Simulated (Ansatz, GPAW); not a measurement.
# Work function of a 9-layer slab of Ta(100) at several levels, part 3 of 3

Wanted: work functions and dipole of a 9-layer slab of Ta(100), with the cost of each level.

GPAW 26.7.0 and Ansatz 0.2.0; Ansatz plane waves; slab in vacuum with a dipole correction, relaxation (the session's first sound run).

So far, upper work function (eV): step 2 (relaxation, PBE) 3.80; step 6 (self-consistent run: xc = "vdW-DF2", GPAW, PAW setups, GPAW) 4.20; step 7 (self-consistent run: xc = "revPBE") 3.67; step 8 (self-consistent run: xc = "RPBE") 3.66; step 9 (real-space grid: mode = "fd", PBE, GPAW) 3.80.

## (11) A second plane-wave code

A second program with its own datasets checks the number independently.

This step: Ansatz plane waves; slab in vacuum with a dipole correction (Ansatz 0.2.0).

input.yaml reads:

```yaml
crystal:
  lattice:
    - [3.31, 0.0, 0.0]
    - [0.0, 3.31, 0.0]
    - [0.0, 0.0, 27.24]
  atoms:
    - { symbol: Ta, position: [0.0, 0.0, 0.2569750367] }
    - { symbol: Ta, position: [0.5, 0.5, 0.3177312775] }
    - { symbol: Ta, position: [0.0, 0.0, 0.3784875184] }
    - { symbol: Ta, position: [0.5, 0.5, 0.4392437592] }
    - { symbol: Ta, position: [0.0, 0.0, 0.5004354045] }
    - { symbol: Ta, position: [0.5, 0.5, 0.5608226088] }
    - { symbol: Ta, position: [0.0, 0.0, 0.6235777454] }
    - { symbol: Ta, position: [0.5, 0.5, 0.6845525598] }
    - { symbol: Ta, position: [0.0, 0.0, 0.7380838921] }
kpoints:
  mp_grid: { grid: [10, 10, 1] }
hamiltonian:
  xc: pbe
scf:
  occupations: { method: fermi_dirac, width: 0.1 }
efield:
  axis: 3
  dipole_correction: true
  ramp_width: 0.05
output:
  forces: true
  write_potential: true
  write_density: true
  volumetric_format: npy
  elf: true
```

On the command line:

```bash
$ ansatz run input.yaml --threads 4 --pin off --max-ram 8192MiB --backend cpu --events-out ev --progress --plain --runs-dir out
```

Numbers of over 12 decimals in the logs are rounded to 6 here.

The log of the run:

```text
[...]
Crystal: 9 atoms, lattice volume = 298.444 Å³
Basis set: ecut = 420 eV, 5899 PW (Γ), exchange–correlation on 48×48×384 points (8 copies of the dense FFT grid, shifted against one another)
Bands: 71, of which v1, the nominal top of the filled ones, is band 59 counted from 1 (58 counted from 0)
Symmetry: 8 space group operations
[...]
k-points: 21 of 100
[...]
SCF iter   1: F=—  HF=-89387.163138 eV  |F-HF|=—  |Δ(HF+E_count)|=         —  Δρ=1.20e-2  dr2=1.72e1  ethr=1.77e-3  p=-0.010 e·Å  D=-5.86e-3 V/Å  ΔV_dip=0.16 eV  dr2_dipole=1.29e-1  V_vac-E_F(+/−)=4.50/4.33 eV  ⟨swp⟩=8.4  Hψ=6932  notcnv=0
[...]
SCF iter   9: F=-89386.854284 eV  HF=-89386.854284 eV  |F-HF|=1.41e-8  |Δ(HF+E_count)|=  3.06e-10  Δρ=1.41e-6  dr2=2.36e-8  ethr=8.55e-11  p=0.012 e·Å  D=7.05e-3 V/Å  ΔV_dip=-0.19 eV  dr2_dipole=6.47e-9  V_vac-E_F(+/−)=3.80/3.99 eV  ⟨swp⟩=18.4  Hψ=12825  notcnv=0
[...]
SCF 1 converged in 9 iterations: F = -89386.854284 eV  dr2 = 2.36e-8
[...]
SCF converged after 9 iterations
Free energy (F): -89386.854284 eV
[...]
Internal energy: -89386.537221 eV  (E = F + TS)
E sigma→0 (E₀):  -89386.695752 eV
Entropy (-TS):   -0.317063 eV (-35.229 meV/atom)
Fermi energy:    8.574515 eV
Dipole field:    D = 0.006962 V/Å  (p = 0.011482 e·Å, saw-weighted, corrected)
Work function:   Φ+ = 3.8033 eV   Φ− = 3.9930 eV
[...]
--- Forces (eV/Å), atoms counted from 1 ---
  atom   1  Ta     0.00000000     0.00000000     1.26995647
  atom   2  Ta    -0.00000000     0.00000000    -1.18336040
  atom   3  Ta    -0.00000000     0.00000000    -0.42295015
  atom   4  Ta    -0.00000000     0.00000000     0.33636302
  atom   5  Ta    -0.00000000     0.00000000     0.00022000
  atom   6  Ta     0.00000000     0.00000000     0.00068039
  atom   7  Ta     0.00000000     0.00000000    -0.00077781
  atom   8  Ta     0.00000000     0.00000000     0.00070320
  atom   9  Ta     0.00000000     0.00000000    -0.00078414
  max |Σ_I F_I| component: 5.06e-5 eV/Å
--- Band table (eV; the first three rows and the last of 21) ---
  k-point 0: bands = [... 55 lower, 9.1681, 9.1814, 9.1814, 9.2508, 9.2508, 9.3610, 9.3610, 9.4457, ... 8 higher]
  k-point 1: bands = [... 55 lower, 8.9001, 8.9332, 8.9729, 9.1501, 9.2912, 9.2968, 9.3726, 9.5231, ... 8 higher]
  k-point 2: bands = [... 55 lower, 8.4540, 8.4785, 8.7753, 8.8335, 9.0580, 9.0696, 9.6188, 9.6684, ... 8 higher]
  k-point 20: bands = [... 55 lower, 7.9042, 7.9042, 8.6616, 8.6616, 9.5552, 9.5552, 10.7710, 10.7710, ... 8 higher]
```

The job ended after 13 s (4 threads of Arm Neoverse V2, shared host; peak memory 0.88 GiB).

This step gave:

```yaml
upper_work_function: 3.803 eV
lower_work_function: 3.993 eV
dipole_along_the_normal: 0.01148 e·Å
dipole_field: 0.006962 V/Å
```

The electrostatic potential energy of an electron (with the applied field's), less the Fermi level, planar mean oscillates, so the rows of the table below give means over windows of 1.7 Å about each position, cut where the curve ends. Its maxima inside the range that stand out by 2 % of the span (Å: eV): 7.8: -7.21, 9.5: -7.15, 11.2: -7.17, 12.8: -6.88, 14.5: -7.15, 16.2: -6.43, 17.9: -7.13, 19.3: -10.0. Its minima: 7.0: -13.5, 8.7: -13.2, 10.4: -13.1, 11.9: -13.0, 13.6: -13.0, 15.3: -13.0, 17.0: -13.2, 18.7: -13.3, 20.0: -13.7.

Electrostatic potential energy of an electron (with the applied field's), less the Fermi level, planar mean against z; means over each step:

```csv
z (Å),"electrostatic potential energy of an electron (with the applied field's), less the Fermi level, planar mean (eV)"
0.85,3.98
2.55,3.99
4.25,3.78
5.95,-2.18
7.65,-10.3
9.35,-10.1
11.05,-10.1
12.75,-9.92
14.45,-10.1
16.15,-9.62
17.85,-10.1
19.55,-11.9
21.25,-1.32
22.95,3.64
24.65,3.80
26.35,3.82
```

The valence density, planar mean oscillates, so the rows of the table below give means over windows of 1.7 Å about each position, cut where the curve ends. Its maxima inside the range that stand out by 2 % of the span (Å: e/Å³): 7.1: 0.897, 8.7: 0.916, 10.4: 0.918, 11.9: 0.918, 13.6: 0.920, 15.3: 0.915, 17.0: 0.915, 18.7: 0.940, 20.0: 0.921. Its minima: 7.8: 0.455, 9.5: 0.446, 11.2: 0.456, 12.8: 0.437, 14.5: 0.452, 16.2: 0.411, 17.9: 0.450, 19.4: 0.620.

Table of valence density, planar mean by z; means over each step:

```csv
z (Å),"valence density, planar mean (e/Å³)"
0.85,4.0e-6
2.55,1.5e-4
4.25,0.00510
5.95,0.243
7.65,0.717
9.35,0.721
11.05,0.722
12.75,0.716
14.45,0.726
16.15,0.695
17.85,0.723
19.55,0.809
21.25,0.201
22.95,0.00389
24.65,1.1e-4
26.35,3.3e-6
```

Force by atom:

| atom | x (eV/Å) | y (eV/Å) | z (eV/Å) | size |
| --- | --- | --- | --- | --- |
| Ta1 | 0.00 | 0.00 | 1.27 | 1.27 |
| Ta2 | 0.00 | 0.00 | -1.18 | 1.18 |
| Ta3 | 0.00 | 0.00 | -0.42 | 0.42 |
| Ta4 | 0.00 | 0.00 | 0.34 | 0.34 |
| Ta5 | 0.00 | 0.00 | 0.00 | 0.00 |
| Ta6 | 0.00 | 0.00 | 0.00 | 0.00 |
| Ta7 | 0.00 | 0.00 | 0.00 | 0.00 |
| Ta8 | 0.00 | 0.00 | 0.00 | 0.00 |
| Ta9 | 0.00 | 0.00 | 0.00 | 0.00 |

Electrostatic potential energy in the ca plane at fractional y = 0.000, with atoms of Ta within 0.2 Å of it. With pseudopotentials it is smooth inside the atoms' cores, unlike the true potential.

Values in eV, 5 rows by 16 columns, each cell a mean:
```
 -6 -45  -2   4 -40 -16   9 -25 -34   6 -20 -39   3  12  12  12
  7  -2   8   9  -1   5  10   3   1  10   4  -1   9  12  12  12
 10   9  10  10   9  10  10  10   9  10   9   8  11  12  12  12
  4 -12   6   8 -10   0  10  -4  -7   9  -2 -10   8  12  12  12
-10 -55  -5   2 -49 -22   8 -33 -42   5 -27 -48   2  11  12  12
```
Columns run along c (16.0 Å, from fractional 0.33 to 0.92 of the cell; values clipped at the 3rd and 97th percentile), rows up along a (3.3 Å). Atoms in or near the plane, at fractional coordinates: Ta at (0.38, 0.00), Ta at (0.50, 0.00), Ta at (0.62, 0.00), Ta at (0.74, 0.00).

Valence density in the ca plane at fractional y = 0.000, with atoms of Ta within 0.2 Å of it. It is the smooth field of the valence electrons, not physical close to the nuclei.

Values in e/Å³, 5 rows by 16 columns, each cell a mean:
```
0.9 3.5 0.7 0.4 3.1 1.6 0.2 2.1 2.7 0.3 1.8 3.0 0.2 0.0 0.0 0.0
0.3 0.6 0.3 0.2 0.5 0.3 0.2 0.4 0.5 0.3 0.4 0.5 0.1 0.0 0.0 0.0
0.2 0.2 0.2 0.2 0.2 0.2 0.2 0.2 0.2 0.2 0.3 0.2 0.0 0.0 0.0 0.0
0.4 1.2 0.3 0.3 1.1 0.6 0.2 0.7 0.9 0.3 0.7 1.0 0.1 0.0 0.0 0.0
1.2 4.0 0.9 0.4 3.6 2.0 0.2 2.6 3.1 0.3 2.2 3.4 0.3 0.0 0.0 0.0
```
Columns run along c (16.0 Å, from fractional 0.33 to 0.92 of the cell), rows up along a (3.3 Å). Atoms in or near the plane, at fractional coordinates: Ta at (0.38, 0.00), Ta at (0.50, 0.00), Ta at (0.62, 0.00), Ta at (0.74, 0.00).

ELF in the ca plane at fractional y = 0.000, with atoms of Ta within 0.2 Å of it. It is the smooth field of the valence electrons, not physical close to the nuclei.

Values, 5 rows by 16 columns, each cell a mean:
```
0.36 0.57 0.35 0.34 0.55 0.43 0.37 0.48 0.52 0.36 0.46 0.57 0.19 0.09 0.02 0.00
0.38 0.27 0.42 0.45 0.27 0.35 0.49 0.32 0.28 0.48 0.39 0.25 0.16 0.10 0.02 0.00
0.49 0.36 0.50 0.48 0.38 0.48 0.46 0.47 0.39 0.45 0.54 0.32 0.22 0.11 0.02 0.00
0.35 0.37 0.38 0.42 0.35 0.33 0.48 0.33 0.34 0.47 0.37 0.36 0.15 0.09 0.02 0.00
0.37 0.47 0.35 0.32 0.48 0.44 0.32 0.47 0.48 0.32 0.47 0.51 0.21 0.09 0.02 0.00
```
Columns run along c (16.0 Å, from fractional 0.33 to 0.92 of the cell), rows up along a (3.3 Å). Atoms in or near the plane, at fractional coordinates: Ta at (0.38, 0.00), Ta at (0.50, 0.00), Ta at (0.62, 0.00), Ta at (0.74, 0.00).

The upper face's work function is 3.803 eV, against 3.800 eV in the first plane-wave PBE run at this geometry.

## (12) Side by side

Results and costs are gathered.

This step: comparison of work functions, dipole and cost (GPAW 26.7.0).

Ladder, by row:

| step | code | work function, upper (eV) | work function, lower (eV) | dipole (e Å) | wall time (s) | peak memory (GiB) | threads |
| --- | --- | --- | --- | --- | --- | --- | --- |
| pw | GPAW | 3.8 | 3.992 | 0.0114 | 439 | 0.4 | 1 |
| optPBE-vdW | GPAW | 4.026 | 4.191 | 0.009783 | 555.7 | 0.56 | 1 |
| LDA | GPAW | 4.054 | 4.224 | 0.01002 | 421.1 | 0.4 | 1 |
| vdW-DF2 | GPAW | 4.197 | 4.335 | 0.008176 | 1110 | 0.56 | 1 |
| revPBE | GPAW | 3.675 | 3.878 | 0.01212 | 417.8 | 0.4 | 1 |
| RPBE | GPAW | 3.658 | 3.863 | 0.01218 | 427.9 | 0.4 | 1 |
| fd | GPAW | 3.799 | 3.99 | 0.0116 | 2899 | 2.83 | 1 |
| ansatz | Ansatz | 3.803 | 3.993 | 0.01148 | 13.27 | 0.883 | 4 |

## (13) A changed run

One more run, with changed settings.

This step: GPAW, PAW setups; slab in vacuum (GPAW 26.7.0).

run.py reads:

```python
import json
import numpy as np
from ase import Atoms
from gpaw import GPAW, PW

slab = Atoms(
    ['Ta', 'Ta', 'Ta', 'Ta', 'Ta', 'Ta', 'Ta', 'Ta', 'Ta'],
    positions=[
        [0.00000, 0.00000, 7.00000],
        [1.65500, 1.65500, 8.65500],
        [0.00000, 0.00000, 10.31000],
        [1.65500, 1.65500, 11.96500],
        [0.00000, 0.00000, 13.63186],
        [1.65500, 1.65500, 15.27681],
        [0.00000, 0.00000, 16.98626],
        [1.65500, 1.65500, 18.64721],
        [-0.00000, 0.00000, 20.10541]],
    cell=[[3.31, 0.0, 0.0], [0.0, 3.31, 0.0], [0.0, 0.0, 27.24]],
    pbc=[True, True, False])

slab.calc = GPAW(mode=PW(400), xc='pbe96', kpts={'size': (10, 10, 1), 'gamma': True},
                 occupations={'name': 'fermi-dirac', 'width': 0.1}, nbands='160%',
                 convergence={'density': 1e-05}, maxiter=50,
                 poissonsolver={'dipolelayer': 'xy'},
                 symmetry={'tolerance': 1e-3}, txt='slab.txt')
result = {}
energy = slab.get_potential_energy()
fermi = slab.calc.get_fermi_level()
v = slab.calc.get_electrostatic_potential().mean((0, 1)) - fermi
n = slab.calc.get_pseudo_density().mean((0, 1))
L = slab.cell[2, 2]
z = np.arange(len(v)) * L / len(v)
low, high = slab.positions[:, 2].min(), slab.positions[:, 2].max()
below, above = np.interp([low - 4.8, high + 4.8], z, v)
slopes = [np.interp(x, z, np.gradient(v, z)) for x in (low - 4.8, high + 4.8)]
eps = np.array([[slab.calc.get_eigenvalues(k, s) for k in range(len(slab.calc.get_ibz_k_points()))]
                for s in range(slab.calc.get_number_of_spins())]) - fermi
top, bottom = eps[eps < 0].max(), eps[eps > 0].min()
dipole = slab.get_dipole_moment()[2]
print(f'energy {energy:.4f} eV, Fermi level {fermi:.4f} eV, dipole {dipole:.5f} e A')
print(f'potential 4.8 A off the faces, from the Fermi level: lower {below:.4f} eV, upper {above:.4f} eV')
print(f'slope of the potential there: lower {slopes[0]:.5f}, upper {slopes[1]:.5f} eV/A')
print(f'nearest levels on the mesh: {top:.4f} and {bottom:.4f} eV')
print('magnetic moment', round(slab.get_magnetic_moment(), 3))
result.update(energy=energy, fermi=fermi, dipole=dipole, below=below, above=above, slopes=slopes, edges=[top, bottom],
              z=z.tolist(), v=v.tolist(), n=n.tolist(), positions=slab.positions.tolist(),
              forces=slab.get_forces(apply_constraint=False).tolist(), moments=slab.get_magnetic_moments().tolist())
json.dump(result, open('result.json', 'w'))
```

On the command line:

```bash
$ OMP_NUM_THREADS=1 OPENBLAS_NUM_THREADS=1 python run.py
```

The log of the run:

```text
NameError: Unknown functional: pbe96.
```

It took 0.57 s on 1 thread; peak memory 0.1 GiB.

The input was rejected at the start.

The program's message: “NameError: Unknown functional: pbe96.”

The change that led to it: xc = "pbe96".

## (14) Summary of results

| Quantity | Value |
| --- | --- |
| work function, upper and lower face | 3.800 and 3.992 eV |
| dipole along the normal | 0.0114 e Å |

With plane waves and PBE the work function is 3.80 eV on the upper face and 3.99 eV on the lower. The two faces differ by 0.19 eV, the step that the slab's dipole makes (e p/(ε0 A) gives 0.19 eV), so the dipole layer is needed. The lowest atoms were held at bulk positions, which alone makes the faces unlike. The measured value for this face is 4.1 eV (as compiled in "Anisotropic work function of elemental crystals", 2019, arxiv:1902.07811); the relaxed upper face lies 0.30 eV under it with PBE, and LDA comes nearest (4.05 eV). Measured work functions scatter by a tenth of an eV or more between methods. Over the sound runs of the table the upper face's work function spans 3.658 (RPBE) to 4.197 eV (vdW-DF2). The two plane-wave codes differ by 0.0033 eV on the upper face. The in-plane lattice was kept as typed, which isn't the functional's own and leaves some strain; spin-orbit coupling and temperature are left out.

[Logs are printed without paths, hosts, clocks, repeated set-up lines and the standing remarks that a program may print on its own settings, such as how far it seeks lower states.]

[Hosts, paths, dates, database ids (printed as entryN), source tags and the programs' standing remarks are cut or masked in the printed files.]
